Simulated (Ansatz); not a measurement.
# PbO (model cell, started as CsCl type): following an unstable mode

Which phase does PbO (model cell, started as CsCl type) fall into along its unstable mode, and how much energy does it gain?

Program: Ansatz 0.2.0. Level of theory: DFT LDA, scalar-relativistic, plane waves, PAW. Values are calculated unless marked as measured.

The structure was built from a prototype and need not be the compound's stable phase.

## Step 1: The structure

It takes space group Pm-3m (No. 221, cubic). Conventional cell: a = 3.124 Å, b = 3.124 Å, c = 3.124 Å, α = 90.00°, β = 90.00°, γ = 90.00°. Nearest to Pb lie 8 O at 2.71 Å. Nearest to O lie 8 Pb at 2.71 Å. Farther neighbours, and contacts between anions beyond the nearest, are not listed.

## Step 2: Response at finite wavevector

Stability and thermal properties need the whole zone. Linear response on a 4×4×4 q mesh gives force constants as far as a supercell of that size would.

File input.yaml:

```yaml
crystal:
  lattice:
    - [3.1241775346, 0.0, 0.0]
    - [0.0, 3.1241775346, 0.0]
    - [0.0, 0.0, 3.1241775346]
  atoms:
    - { symbol: Pb, position: [0.0, 0.0, 0.0] }
    - { symbol: O, position: [0.5, 0.5, 0.5] }
kpoints:
  mp_grid: { grid: [12, 12, 12] }
hamiltonian:
  xc: lda
scf:
  occupations: { method: fixed }
output:
  eigenvalues: true
phonons:
  method: dfpt
  qmesh: [4, 4, 4]
  temperatures: { t_max: 1000, t_step: 50 }
  qpath:
    path:
      - [[0.0, 0.0, 0.0], [0.0, 0.5, 0.0], [0.5, 0.5, 0.0], [0.0, 0.0, 0.0], [0.5, 0.5, 0.5], [0.0, 0.5, 0.0]]
      - [[0.5, 0.5, 0.5], [0.5, 0.5, 0.0]]
    npoints: 10
```

Launch:

```console
$ ansatz run input.yaml --threads 4 --pin off --max-ram 7168MiB --backend cpu --events-out ev --progress --plain --runs-dir out
```

Output:

```text
Engine: ansatz 0.2.0, aarch64-unknown-linux-gnu
Pseudopotentials: kind: paw
Pseudopotential: Pb, paw, valence charge 14, recommended cutoff 420 eV (normal), Pb.paw.azcp
Pseudopotential: O, paw, valence charge 6, recommended cutoff 420 eV (normal), O.paw.azcp
Functional definition: SPW92
  exchange = slater_x
  correlation = pw_c
Crystal: 2 atoms, lattice volume = 30.493 Å³
Basis set: ecut = 420 eV, 619 PW (Γ), exchange–correlation on 48×48×48 points (8 copies of the dense FFT grid, shifted against one another)
Bands: 14, of which v1, the nominal top of the filled ones, is band 10 counted from 1 (9 counted from 0)
Symmetry: 48 space group operations
k-points: 84 of 1728
Non-local potential: Pb, projectors of the file, l = 0: 2, l = 1: 2, l = 2: 2, l = 3: 2
Non-local potential: O, projectors of the file, l = 0: 2, l = 1: 2, l = 2: 1
PAW form: soft (Blöchl's): semilocal exchange-correlation on the pseudo side does not see the compensation charge
PAW frozen core: Pb, regenerated for the run's functional, and the local potential with it (the file was generated under x = pbe(κ = 0.804, μ = 0.219515), c = pbe(β = 0.066725))
PAW frozen core: O, regenerated for the run's functional, and the local potential with it (the file was generated under x = pbe(κ = 0.804, μ = 0.219515), c = pbe(β = 0.066725))
PAW one-centre angular grid: Pb, 590 points (default); XC on 64 Gauss nodes
PAW one-centre angular grid: O, 110 points (default); XC on 64 Gauss nodes
Initial density: superposition of atomic densities (neutral atoms: chi_scale 0, normalization atom), corrected by the library's trained network
Initial wavefunctions: pseudopotential atomic-orbital guess
Functional: x = slater, c = lda
SCF iter   1: F=—  HF=-12156.380067 eV  |F-HF|=—  |Δ(HF+E_count)|=         —  Δρ=1.32e-2  dr2=4.95e-2  ethr=1.77e-3  ⟨swp⟩=4.5  Hψ=5581  notcnv=0  defer=142
preconditioner: auto → none  [insulator: Δε(μ)=0.000 eV  Ē_g=18.000 eV  n_scr=6 (ndim 8)  ℏωp=30.1 eV  f_vac=0.000  ε∞_Penn≈3.8]
SCF iter   2: F=—  HF=-12156.379755 eV  |F-HF|=—  |Δ(HF+E_count)|=   3.12e-4  Δρ=1.39e-2  dr2=5.64e-2  ethr=2.47e-4  ⟨swp⟩=2.3  Hψ=2428  notcnv=0  defer=161
SCF iter   3: F=—  HF=-12156.367966 eV  |F-HF|=—  |Δ(HF+E_count)|=   1.18e-2  Δρ=2.09e-3  dr2=9.48e-4  ethr=2.47e-4  ⟨swp⟩=2.5  Hψ=1627  notcnv=0  defer=154
SCF iter   4: F=—  HF=-12156.367765 eV  |F-HF|=—  |Δ(HF+E_count)|=   2.00e-4  Δρ=3.48e-4  dr2=1.04e-5  ethr=4.74e-6  ⟨swp⟩=2.8  Hψ=2322  notcnv=0  defer=159
SCF iter   5: F=—  HF=-12156.367763 eV  |F-HF|=—  |Δ(HF+E_count)|=   1.79e-6  Δρ=1.30e-4  dr2=3.53e-6  ethr=5.18e-8  ⟨swp⟩=2.0  Hψ=2020  notcnv=0  defer=116
SCF iter   6: F=—  HF=-12156.367763 eV  |F-HF|=—  |Δ(HF+E_count)|=   6.41e-7  Δρ=4.22e-6  dr2=2.77e-9  ethr=1.76e-8  ⟨swp⟩=2.1  Hψ=1967  notcnv=0  defer=97
SCF iter   7: F=—  HF=-12156.367764 eV  |F-HF|=—  |Δ(HF+E_count)|=   1.73e-6  Δρ=6.02e-7  dr2=7.68e-11  ethr=1.38e-11  ⟨swp⟩=2.1  Hψ=1993  notcnv=0  defer=86
SCF iter   8: F=-12156.367764 eV  HF=-12156.367764 eV  |F-HF|=1.82e-12  |Δ(HF+E_count)|=  1.82e-11  Δρ=1.99e-8  dr2=9.01e-14  ethr=1.00e-12  ⟨swp⟩=8.0  Hψ=7023  notcnv=0
SCF 1 converged in 8 iterations: F = -12156.367764 eV  dr2 = 9.01e-14
  greatest PAW one-centre occupation: 0.982 electrons in one spin orbital (limit 2), on the Pb atom at site 0 (counted from 0), in its partial waves of l = 2
k-points: 196 of 1728 (irreducible under 8 space group operations, time reversal used)
Initial density: read from a saved state, or passed on in memory by an earlier SCF of this step, an earlier step, the calling program or the single point that the run made first
iter 1 solved again at ethr=8.65e-8 eV; its pass at ethr=3.10e-3 eV (dr2=1.73e-5 eV) is discarded
SCF iter   1: F=—  HF=-12156.367763 eV  |F-HF|=—  |Δ(HF+E_count)|=         —  Δρ=3.04e-7  dr2=1.51e-11  ethr=8.65e-8  ⟨swp⟩=3.6  Hψ=21411  notcnv=0  defer=375
eigensolver tolerance schedule: the retry pair's looser diagonalisation over-reported the residual by 1144331.64 of it (diagonalisation noise at an unbounded share of the residual, at the tolerance the schedule requests for it); recorded, not acted on — ethr = c·dr2/N_el stays at c = 1.0e-1
preconditioner: auto → none  [insulator: Δε(μ)=0.076 eV  Ē_g=18.061 eV  n_scr=6 (ndim 8)  ℏωp=30.1 eV  f_vac=0.000  ε∞_Penn≈3.8]
SCF iter   2: F=—  HF=-12156.367764 eV  |F-HF|=—  |Δ(HF+E_count)|=   1.28e-6  Δρ=4.91e-7  dr2=5.77e-11  ethr=1.00e-12  ⟨swp⟩=8.2  Hψ=15134  notcnv=0
SCF iter   3: F=-12156.367764 eV  HF=-12156.367764 eV  |F-HF|=3.64e-12  |Δ(HF+E_count)|=  1.46e-11  Δρ=1.44e-7  dr2=3.53e-12  ethr=1.00e-12  ⟨swp⟩=1.0  Hψ=6272  notcnv=0
SCF 2 converged in 3 iterations: F = -12156.367764 eV  dr2 = 3.53e-12
NSCF: frozen V_eff on 196 k-points
NSCF: frozen V_eff on 87 k-points
DFPT response loops at Γ: preconditioner auto → none (the input reference at scf.mixing.eps_inf says where Resta's filter doesn't serve); β = 0.50; Broyden in place of MSR1
phonons: the run's symmetry doesn't show that the Born effective charges vanish, and it interpolates frequencies without the dipole-dipole term. In a polar insulator or semiconductor they then lack LO-TO splitting, and the branches near Gamma, sound speeds, density of states, thermodynamics and thermal conductivity can be off. Where the input admits it, phonons.dielectric: true or phonons.non_analytic_term supplies t [...]
NSCF: frozen V_eff on 84 k-points
NSCF: frozen V_eff on 196 k-points
DFPT response loops at q = (0, 0, 0) (fractional): mixed as the last ones told, above
NSCF: frozen V_eff on 1176 k-points
DFPT response loops at q = (0, 0, 0.25) (fractional): preconditioner auto → Resta (q_TF=auto, 2.543 Å⁻¹)  ε∞=28.1 (no band partly filled); β = 1.00, the filter's whole step (`scf.mixing.beta` (0.50) is not read by the response loops at its default; to damp them type it under 1.00, their step now; it binds the ground state too); Broyden in place of MSR1
NSCF: frozen V_eff on 686 k-points
DFPT response loops at q = (0, 0, -0.5) (fractional): mixed as the last ones told, above
NSCF: frozen V_eff on 2016 k-points
DFPT response loops at q = (0, 0.25, 0.25) (fractional): mixed as the last ones told, above
NSCF: frozen V_eff on 1176 k-points
DFPT response loops at q = (0, 0.25, -0.5) (fractional): mixed as the last ones told, above
NSCF: frozen V_eff on 686 k-points
DFPT response loops at q = (0, -0.5, -0.5) (fractional): mixed as the last ones told, above
NSCF: frozen V_eff on 1872 k-points
DFPT response loops at q = (0.25, 0.25, 0.25) (fractional): mixed as the last ones told, above
NSCF: frozen V_eff on 2016 k-points
DFPT response loops at q = (0.25, 0.25, -0.5) (fractional): mixed as the last ones told, above
NSCF: frozen V_eff on 1176 k-points
DFPT response loops at q = (0.25, -0.5, -0.5) (fractional): mixed as the last ones told, above
NSCF: frozen V_eff on 392 k-points
DFPT response loops at q = (-0.5, -0.5, -0.5) (fractional): mixed as the last ones told, above
SCF converged after 8 iterations
Free energy (F): -12156.367764 eV
Harris-Foulkes:  -12156.367764 eV  (|F-HF|=1.82e-12)
Internal energy: -12156.367764 eV  (E = F + TS)
E sigma→0 (E₀):  -12156.367764 eV
Fermi energy:    12.221645 eV
--- Per-component energies (eV) ---
  E_band       = 15.765361
  E_kinetic    = 461.272043
  E_local      = -1056.716791  (includes V_loc(G=0)·N_el)
  E_nonlocal   = 404.197055
  E_hartree    = 401.667211
  E_xc         = -293.197827
  E_vxc        = -228.573472  (∫ρ·V_xc dr)
  E_paw        = -10246.153230  (= ΣΔE_a)
  E_vpaw       = -367.750362  (= ΣTr[D̂ρ^β])
  E_aug_tail   = 0.002459  (compensation charges beyond the density's cutoff)
  E_ewald      = -1827.457893
  E_core_change = 0.019208  (= ΣΔE_core)
  E_smearing   = -0.000000  (= −TS)
  E_closure    = 0.000000  (closes the sum)
  Σ components = -12156.367764   (vs F -12156.367764, Δ=0.00e0)
--- Band table (eV; the first three rows and the last of 84) ---
  k-point 0: bands = [... 6 lower, 3.6696, 9.9713, 9.9713, 9.9713, 20.9754, 20.9754, 20.9754, 21.8757]
  k-point 1: bands = [... 6 lower, 3.5951, 9.9923, 10.0277, 10.0277, 19.6352, 20.9326, 20.9326, 21.9164]
  k-point 2: bands = [... 6 lower, 3.3906, 10.0713, 10.1847, 10.1847, 17.8543, 20.8000, 20.8000, 22.0375]
  k-point 83: bands = [... 6 lower, 8.9149, 9.5469, 9.5469, 9.5469, 12.5560, 12.5560, 12.5560, 25.6877]
--- Phonons (Γ-DFPT): 2 representative perturbations + reference (Σ response iterations 7) ---
  ASR residual: 2.664e-5 → 0.000e0 eV/Å²; symmetrization residual: 1.087e-6 eV/Å²
  ASR residual per site (eV/Å²): 2.66e-5 1.03e-5
  Γ frequencies (cm⁻¹): -207.93 -207.93 -207.93 0.00 0.00 0.00
--- Phonons (arbitrary-q DFPT): 10 irreducible q on the 4×4×4 mesh ---
  q = [0.0000, 0.0000, 0.0000] (star 1, of the zone-centre solve; hermiticity 9.20e-7, symmetrization 4.73e-12): -207.93 -207.93 -207.93 -0.00 0.00 0.00
  q = [0.0000, 0.0000, 0.2500] (star 6, 4 solved perturbations in 1848 linear systems a pass and spin channel, the states on 588 of 1728 k-point pairs; hermiticity 6.88e-7, symmetrization 3.69e-14): -111.16 -111.16 44.51 44.51 107.67 344.61
  q = [0.0000, 0.0000, -0.5000] (star 3, 4 solved perturbations in 1078 linear systems a pass and spin channel, the states on 343 of 1728 k-point pairs; hermiticity 1.25e-14, symmetrization 1.28e-12): -62.28 -62.28 137.48 137.48 150.87 367.69
  q = [0.0000, 0.2500, 0.2500] (star 12, 4 solved perturbations in 3108 linear systems a pass and spin channel, the states on 1008 of 1728 k-point pairs; hermiticity 8.55e-7, symmetrization 3.40e-13): -177.33 -94.71 47.63 93.38 101.71 307.16
  q = [0.0000, 0.2500, -0.5000] (star 12, 6 solved perturbations on 588 of 1728 k-point pairs; hermiticity 4.11e-7, symmetrization 2.32e-14): -71.15 50.55 58.77 62.97 138.01 263.04
  q = [0.0000, -0.5000, -0.5000] (star 3, 4 solved perturbations in 1078 linear systems a pass and spin channel, the states on 343 of 1728 k-point pairs; hermiticity 4.34e-7, symmetrization 1.53e-13): -205.85 -205.85 -129.00 -79.60 120.65 120.65
  q = [0.2500, 0.2500, 0.2500] (star 8, 2 solved perturbations on 936 of 1728 k-point pairs; hermiticity 7.95e-7, symmetrization 2.65e-12): 31.44 31.44 65.03 146.70 146.70 218.55
  q = [0.2500, 0.2500, -0.5000] (star 12, 4 solved perturbations in 3108 linear systems a pass and spin channel, the states on 1008 of 1728 k-point pairs; hermiticity 3.12e-7, symmetrization 2.35e-13): -158.28 -31.16 54.59 130.03 202.00 236.42
  q = [0.2500, -0.5000, -0.5000] (star 6, 4 solved perturbations in 1848 linear systems a pass and spin channel, the states on 588 of 1728 k-point pairs; hermiticity 1.68e-7, symmetrization 1.06e-13): 48.66 97.00 97.00 192.46 192.46 208.91
  q = [-0.5000, -0.5000, -0.5000] (star 1, 2 solved perturbations on 196 of 1728 k-point pairs; hermiticity 5.82e-14, symmetrization 4.09e-12): 101.35 101.35 101.35 281.15 281.15 281.15
  sum rule: each row above includes the acoustic sum rule's correction from the zone centre's row sums; it moved no ω² by more than (0.42 cm⁻¹)²
  mesh force constants: q→R imaginary residual 2.16e-18; ASR residual 2.664e-5 → 0.000e0 eV/Å²; symmetrization residual 4.441e-15 eV/Å²
  interpolated dispersion: 62 rows × 6 modes
  density of states and harmonic sums: on the 20×20×20 q-mesh, interpolated from the force constants of a 4×4×4 supercell (no non-analytic term)
  largest difference from the sums on the solved wave vectors: F 9.14e-2 eV, S 1.26e-4 and C_V 3.43e-5 eV/K
  zero-point energy: 0.036268 eV/cell   skipped modes (ω ≤ 0): 541, of them read as no rigid motion or as one in doubt: 538 (1.898e0 modes/cell left out, lowest -207.93 cm⁻¹)   left out of the sums: 3.16e-1 of the cell's modes: C_V's classical limit lies that fraction below 3 k_B per atom; for a crystal, a wire or a layer, F and S can be off by more, and a phonons.interpolated_qmesh denser along its periods is the remedy for the sampling
```

Run time: 2.4 min. Hardware: 4 threads of Arm Neoverse V2, shared host; peak memory 1.3 GiB.

Reading the cycles: dr2 is the Hartree energy of the density residual (eV), the measure of convergence; HF is the Harris–Foulkes estimate of the energy, which meets the free energy F at convergence.

Read from the output:

| Item | Value |
| --- | --- |
| gap on the k-mesh | 0.07584 eV |
| volume per atom | 15.25 Å³ |
| sum-rule residual before enforcement | 2.66e-5 eV/Å² |
| lowest frequency on the path | -207.9 cm⁻¹ |
| point group | m-3m |
| highest frequency on path, mesh or solved points | 383.9 cm⁻¹ |
| highest optical mode at the zone centre (no LO-TO term) | -207.9 cm⁻¹ |
| lowest optical zone-centre mode | -207.9 cm⁻¹ |
| lowest mode on the q mesh (acoustic modes at Γ apart) | -207.9 cm⁻¹ |

Frequencies (cm⁻¹) solved at each irreducible wavevector; negative means imaginary. Frequencies by wavevector, by row:

```csv
q in reciprocal lattice units,star,mode 1,mode 2,mode 3,mode 4,mode 5,mode 6
0 0 0,1,-207.9,-207.9,-207.9,0,0,0
0 0 0.25,6,-111.2,-111.2,44.5,44.5,107.7,344.6
0 0 -0.5,3,-62.3,-62.3,137.5,137.5,150.9,367.7
0 0.25 0.25,12,-177.3,-94.7,47.6,93.4,101.7,307.2
0 0.25 -0.5,12,-71.2,50.5,58.8,63,138,263
0 -0.5 -0.5,3,-205.8,-205.8,-129,-79.6,120.7,120.7
0.25 0.25 0.25,8,31.4,31.4,65,146.7,146.7,218.6
0.25 0.25 -0.5,12,-158.3,-31.2,54.6,130,202,236.4
0.25 -0.5 -0.5,6,48.7,97,97,192.5,192.5,208.9
-0.5 -0.5 -0.5,1,101.3,101.3,101.3,281.1,281.1,281.1
```

Interpolated from a 4×4×4 q mesh, without the LO-TO term. Phonon branches along the path, in cm⁻¹:

```csv
point,branch 1,branch 2,branch 3,branch 4,branch 5,branch 6
Γ,-208,-208,-208,0,0,0
halfway,-111,-111,44,44,108,345
X,-62,-62,138,138,151,368
halfway,-71,51,59,63,138,263
M,-206,-206,-129,-80,121,121
halfway,-177,-95,48,93,102,307
Γ,-208,-208,-208,0,0,0
halfway,31,31,65,147,147,218
R,101,101,101,281,281,281
halfway,-158,-31,55,130,202,236
X,-62,-62,138,138,151,368
jump to R,101,101,101,281,281,281
halfway,49,97,97,192,192,209
M,-206,-206,-129,-80,121,121
```

The phonon branches as a text plot (rows in cm⁻¹):

```
    372 |    *****                                      **
    347 |   *     *                                    *
    322 |
    298 |          *         **                       *
    273 |                  **        ***    *******       *
    248 |                      *             *   * ***     **
    224 |                 *             *  *     **  *      *
    199 |  *        *                    ** *      ** *      *
    174 |                           *    **       *    *
    150 |      ***** *   *      *       *  *          ****
    125 |    *** ** *******                        ***  *     ***
    100 |   * *    *      ****         *    *******       *****
     76 | ** *                **     ********     **       **
     51 |   *       *    * ***  *   ***            **  *     *
     26 |* *       *          ** * *    *            *
      2 |**                     ***
    -23 |         *                                 * *
    -48 | *      *  **    *              ***         ****     **
    -72 |    *************             *                **     **
    -97 |           **   *****                     *          *
   -122 |   *         ***     *      **               *         *
   -146 |            **       ** * **               *
   -171 |* *          * *    *  *                    *         *
   -196 |**            ******    ***                            *
         Γ      X      M          Γ            R        X|R     M
```

Symmetry leaves 10 wavevectors to solve. The lowest mode among them, the acoustic zeros apart, lies at Γ and is imaginary, 207.9i cm⁻¹, so the energy falls along it.

## Step 3: The mode frozen in, largest atomic shift 0 Å

The mode followed lies at Γ with frequency 207.9i cm⁻¹ and is 3-fold degenerate, the softest among the wavevectors solved. At small amplitude the pattern taken leaves space group no. 160 by a symmetry search on the positions. The undistorted cell that holds it gives the zero of energy on the same k mesh.

input.yaml, the sections that differ from step 2:

```yaml
scf:
  occupations: { method: gaussian, width: 0.02 }
output:
  forces: true
  stress: true
  eigenvalues: true
# crystal, kpoints, hamiltonian: as in step 2
# phonons: removed
```

Output:

```text
[...]
Crystal: 2 atoms, lattice volume = 30.493 Å³
Basis set: ecut = 420 eV, 619 PW (Γ)
Bands: 14, of which v1, the nominal top of the filled ones, is band 10 counted from 1 (9 counted from 0)
Symmetry: 48 space group operations
[...]
k-points: 84 of 1728
[...]
--- Band table (eV; the first three rows and the last of 84) ---
  k-point 0: bands = [... 6 lower, 3.6696, 9.9712, 9.9712, 9.9712, 20.9754, 20.9754, 20.9754, 21.8757]
  k-point 1: bands = [... 6 lower, 3.5951, 9.9922, 10.0277, 10.0277, 19.6352, 20.9326, 20.9326, 21.9164]
  k-point 2: bands = [... 6 lower, 3.3906, 10.0713, 10.1847, 10.1847, 17.8543, 20.8000, 20.8000, 22.0375]
  k-point 83: bands = [... 6 lower, 8.9149, 9.5469, 9.5469, 9.5469, 12.5560, 12.5560, 12.5560, 25.6877]
[key lines of the parts left out:]
SCF converged after 6 iterations
Free energy (F): -12156.367764 eV
Fermi energy:    12.259562 eV
P = ⅓ Tr σ = 0.0004 GPa (0.004 kbar)
```

It took 0.6 s on 4 threads; peak memory 0.32 GiB.

Read from the output:

```
pressure                         : 3.98e-4 GPa
energy from the undistorted cell : 0 meV/atom
```

The run ends at a pressure of 0.00 GPa.

## Step 4: The mode frozen in, largest atomic shift 0.45 Å

The atoms are moved along the unstable eigenvector, the largest shift by 0.45 Å, with the cell fixed.

input.yaml, the sections that differ from step 3:

```yaml
crystal:
  lattice:
    - [3.1241775346, 0.0, 0.0]
    - [0.0, 3.1241775346, 0.0]
    - [0.0, 0.0, 3.1241775346]
  atoms:
    - { symbol: Pb, position: [-0.0064212454, 0.0064212454, 0.0064212454] }
    - { symbol: O, position: [0.5831603256, 0.4168396744, 0.4168396744] }
# kpoints, hamiltonian, scf, output: as in step 3
```

Output:

```text
[...]
Crystal: 2 atoms, lattice volume = 30.493 Å³
Basis set: ecut = 420 eV, 619 PW (Γ)
Bands: 14, of which v1, the nominal top of the filled ones, is band 10 counted from 1 (9 counted from 0)
Symmetry: 6 space group operations
[...]
k-points: 189 of 1728 (time reversal used)
[...]
--- Band table (eV; the first three rows and the last of 189) ---
  k-point 0: bands = [... 6 lower, 3.9911, 9.5658, 9.9035, 9.9035, 19.2240, 19.2240, 22.0598, 23.7549]
  k-point 1: bands = [... 6 lower, 3.9106, 9.6065, 9.9258, 9.9386, 18.8080, 19.2821, 21.7539, 23.7402]
  k-point 2: bands = [... 6 lower, 3.6848, 9.7121, 10.0233, 10.0347, 17.6440, 19.4480, 21.4835, 23.6900]
  k-point 188: bands = [... 6 lower, 7.8228, 8.9775, 8.9775, 9.5340, 13.1223, 13.1223, 14.3689, 24.2219]
[key lines of the parts left out:]
SCF converged after 6 iterations
Free energy (F): -12156.511592 eV
Fermi energy:    12.286224 eV
P = ⅓ Tr σ = 6.3284 GPa (63.284 kbar)
```

Wall time 1.7 s (4 threads); peak memory 0.39 GiB; 6.2 s of CPU time.

This step gave:

```
pressure                         : 6.328 GPa
gap on the k-mesh                : 0.7477 eV
energy from the undistorted cell : -71.92 meV/atom
```

The energy, extrapolated to zero smearing, is -71.92 meV/atom against the undistorted cell.

The run ends at a pressure of 6.33 GPa, with forces up to 0.035 eV/Å.

## Step 5: Energy along the mode, all amplitudes (two of the runs are shown above)

An imaginary frequency means negative curvature, so the energy should fall and then rise again as anharmonic terms take over.

Numbers from this step:

```yaml
depth_at_the_lowest_point_sampled: 71.92 meV/atom
largest_atomic_shift_at_that_point: 0.45 Å
```

Table of energy from the parent by largest atomic shift:

```csv
largest atomic shift (Å),energy from the parent (meV/atom)
0.000,0
0.040,-1.09
0.080,-4.27
0.140,-12.6
0.220,-28.9
0.320,-52.6
0.450,-71.9
0.600,-26.5
```

Displacement at unit largest shift by atom:

```csv
atom,x (Å),y (Å),z (Å),size
Pb1,-0.045,0.045,0.045,0.078
O2,0.577,-0.577,-0.577,0.999
```

The lowest step is at 0.45 Å, 71.9 meV/atom below the parent, and the energy rises beyond it.

(Part 1 of 3 ends here.)

[Long decimals in the printed logs are rounded to 6 places.]

[Logs are printed without paths, hosts, clocks, repeated set-up lines and the standing remarks that a program may print on its own settings, such as how far it seeks lower states.]

[Hosts, paths, dates, database ids (printed as entryN), source tags and the programs' standing remarks are cut or masked in the printed files.]

[Where the starting crystal was built by hand or by swapping elements, it need not be the compound's stable phase.]
